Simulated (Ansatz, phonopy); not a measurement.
# ZnO (zincite, P6_3mc): a volume series of phonon spectra, part 4 of 4

Wanted: mode Grüneisen parameters of ZnO (zincite) and a free-energy fit over volumes.

Ansatz 0.2.0; DFT LDA, scalar-relativistic, plane waves, PAW.

So far. Step 15 (Lattice dynamics at this volume, V/V0 1.05): No mode is imaginary beyond numerical noise at the solved wavevectors. The highest zone-centre mode (no LO–TO term) moved by -6.6 % for a volume change of +5.0 %.

## 16. How the modes move with volume (continued)

Volume series, by row:

```tsv
V/V0	V (Å³/atom)	pressure (GPa)	E - E0 (meV/atom)	gap (eV)	zero-point energy (meV/atom)	lowest on the path (cm⁻¹)	highest at Gamma without the LO-TO term (cm⁻¹)
0.97	10.99	5.248	5.437	0.847	62.51	0	577.3
0.985	11.16	2.52	1.307	0.824	61.31	0	564.9
1	11.33	0	0	0.801	60.13	0	553.2
1.015	11.5	-2.324	1.233	0.777	58.96	0	541.7
1.03	11.67	-4.461	4.89	0.755	57.81	0	530.8
1.05	11.9	-7.046	12.99	0.724	56.32	0	516.9
```

Table of optical frequency at Gamma without the LO-TO term by V/V0:

```tsv
V/V0	mode 4 (cm⁻¹)	mode 6 (cm⁻¹)	mode 7 (cm⁻¹)	mode 8 (cm⁻¹)	mode 10 (cm⁻¹)	mode 12 (cm⁻¹)
0.9700	84.0	268	416	434	468	577
0.9850	87.3	265	403	421	455	565
1.0000	90.1	261	390	409	441	553
1.0150	92.5	258	378	397	429	542
1.0300	94.6	254	366	385	416	531
1.0500	97.0	249	350	370	400	517
```

Grüneisen at points, by row, the first 40 of 43 rows:

```tsv
point	branch	frequency (cm⁻¹)	mode Grüneisen parameter
Γ	4	90.1	-1.92
Γ	6	261.1	0.9
Γ	7	390.3	2.13
Γ	8	408.6	1.99
Γ	9	441.3	1.97
Γ	11	553.2	1.39
Γ	12	558.1	1.34
M	1	87.6	-1.98
M	2	123.6	-0.35
M	3	142.5	-0.77
M	4	165.4	-0.04
M	5	239.4	0.87
M	6	259.6	1.27
M	7	444.5	1.97
M	8	451.1	1.9
M	9	491.4	1.79
M	10	505.4	1.65
M	11	553.5	1.4
M	12	556.2	1.33
K	1	140.4	-0.51
K	2	143.5	-0.35
K	4	179.6	-0.09
K	5	236.6	1.3
K	7	478.5	1.79
K	9	492	1.74
K	10	527.5	1.44
K	12	536.1	1.59
A	1	68.3	-1.79
A	5	188.8	1.12
A	7	425.1	1.99
A	11	556.2	1.3
L	1	114.3	-1.03
L	3	118.7	-1.12
L	5	268	1.05
L	7	467.2	1.84
L	9	469.9	1.87
L	11	560.8	1.34
H	1	97.5	-2.03
H	3	163.6	-0.21
H	5	258.3	1.15
```

## 17. Free-energy fit

Numbers from this step:

```
volume expansion coefficient at 300 K : 10.54 1e-6/K
isothermal bulk modulus at 300 K      : 152.4 GPa
C_P at 300 K                          : 19.96 J/mol-atom/K
Grüneisen parameter at 300 K          : 0.555
```

Energy (each curve on its own zero) against volume; values in meV/atom:

```tsv
volume (Å³/atom)	static	F at 0 K	F at 300 K	F at 1300 K
10.990	5.44	8.44	8.58	14.6
11.160	1.31	3.11	3.31	7.39
11.330	0	0.62	0.79	2.6
11.500	1.23	0.68	0.74	-0.02
11.670	4.89	3.2	3.07	-0.49
11.897	13.0	9.81	9.37	1.81
```

Phonopy-qha, vinet fit of F(V) at each temperature; no electronic free energy. Qha vinet, by row:

```tsv
T (K)	fitted volume (Å³/atom)	alpha_V (1e-6/K)	B_T (GPa)	C_P (J/mol-atom/K)	Grueneisen
100	11.41	-2.6	156.9	8.999	-0.3115
150	11.4	1.05	156.1	12.93	0.08734
200	11.41	5	155	16.07	0.3315
250	11.41	8.17	153.8	18.35	0.471
300	11.42	10.54	152.4	19.96	0.5547
350	11.42	12.31	151.1	21.09	0.6085
400	11.43	13.67	149.8	21.92	0.6454
450	11.44	14.74	148.4	22.53	0.6723
500	11.45	15.62	147.1	22.99	0.6927
550	11.46	16.37	145.7	23.36	0.7091
600	11.47	17.01	144.4	23.64	0.7226
650	11.48	17.58	143.1	23.88	0.7341
700	11.49	18.1	141.7	24.07	0.7441
750	11.5	18.58	140.4	24.24	0.7531
800	11.51	19.03	139.1	24.38	0.7613
850	11.52	19.45	137.9	24.5	0.7688
900	11.53	19.86	136.6	24.61	0.7759
950	11.54	20.25	135.3	24.71	0.7826
1000	11.55	20.63	134.1	24.8	0.789
1050	11.56	21.01	132.9	24.88	0.7952
1100	11.58	21.37	131.7	24.96	0.8011
1150	11.59	21.73	130.5	25.03	0.8069
1200	11.6	22.09	129.4	25.1	0.8125
1250	11.62	22.44	128.2	25.17	0.818
```

Volume expansion coefficient, phonopy-qha, Vinet against temperature:

temperature (K), volume expansion coefficient, phonopy-qha, Vinet (1e-6/K) and a bar from the least value:
```
       75       -3.4 
      125       -1.0 ###
      200        5.0 ##########
      250        8.2 #############
      300       10.5 ################
      350       12.3 ##################
      425       14.2 ####################
      475       15.2 #####################
      525       16.0 ######################
      600       17.0 ########################
      650       17.6 ########################
      700       18.1 #########################
      750       18.6 #########################
      825       19.2 ##########################
      875       19.7 ###########################
      925       20.1 ###########################
     1000       20.6 ############################
     1050       21.0 ############################
     1100       21.4 #############################
     1150       21.7 #############################
     1225       22.3 ##############################
     1275       22.6 ##############################
```

The fit gives a volume expansion of 10.5 × 10⁻⁶/K at 300 K.

## 18. Results

| Quantity | Value |
| --- | --- |
| volume expansion coefficient at 300 K | 10.54 1e-6/K |
| isothermal bulk modulus at 300 K | 152.4 GPa |
| C_P at 300 K | 19.96 J/mol-atom/K |
| Grüneisen parameter at 300 K | 0.555 |
| mean mode Grüneisen parameter at 300 K | 0.503 |

Near room temperature ZnO (zincite) expands by 10.5 × 10⁻⁶/K in volume by LDA, with C_P = 20.0 J/(mol K) per mole of atoms and B_T = 152 GPa. At low temperature the volume shrinks on warming, because modes with negative Grüneisen parameters outweigh the rest; the coefficient turns positive near 140 K. C_P at room temperature is 80 % of the classical 3R an atom, so the stiffest modes are still partly frozen out. The heat-capacity-weighted Grüneisen parameter goes from -0.981 at 50 K to 0.679 at 800 K; 33 % of the modes stiffen on expansion. Weighting γ by the density of states and each mode's heat capacity at 300 K, the lowest third of the frequency range (cuts at 190 and 380 cm⁻¹) pulls the cell inward, while the rest pushes it outward. Among the labelled points γ is largest for branch 7 at Γ (390 cm⁻¹, 2.1) and most negative for branch 1 at H (97.5 cm⁻¹, -2.0). The log warns that the k-mesh is coarse for the response calculation and asks for a check on a denser one. The interpolation has no quadrupole term, so branches near the zone centre are less sure, since this crystal has sites that are not centres of inversion. The PAW files were made for PBE and are used here under another functional, for which the program regenerates the frozen cores.

Calculation against experiment:

```
              quantity  measured             LDA
lattice constant a (Å)   3.24945  3.187 (-1.9 %)
lattice constant c (Å)   5.20574  5.153 (-1.0 %)
```

Measured values from arxiv:0808.0492 (2008).

How well it matches: The lattice constant a is off by -1.9 %: a clear miss. The lattice constant c is off by -1.0 %: fair agreement. The grades are ours: good and fair within 0.7 and 1.5 % for the lattice constant a and 0.8 and 2 % for the lattice constant c. For lattice constants the calculation has a static lattice, without zero-point motion or thermal expansion (measured at up to 298 K).

[Logs are printed without paths, hosts, clocks, repeated set-up lines and the standing remarks that a program may print on its own settings, such as how far it seeks lower states.]

[Hosts, paths, dates, database ids (printed as entryN), source tags and the programs' standing remarks are cut or masked in the printed files.]

[A step with changed settings may run another functional than the one named; its input shows which.]

[Of the runs on displaced cells, only some may be shown.]
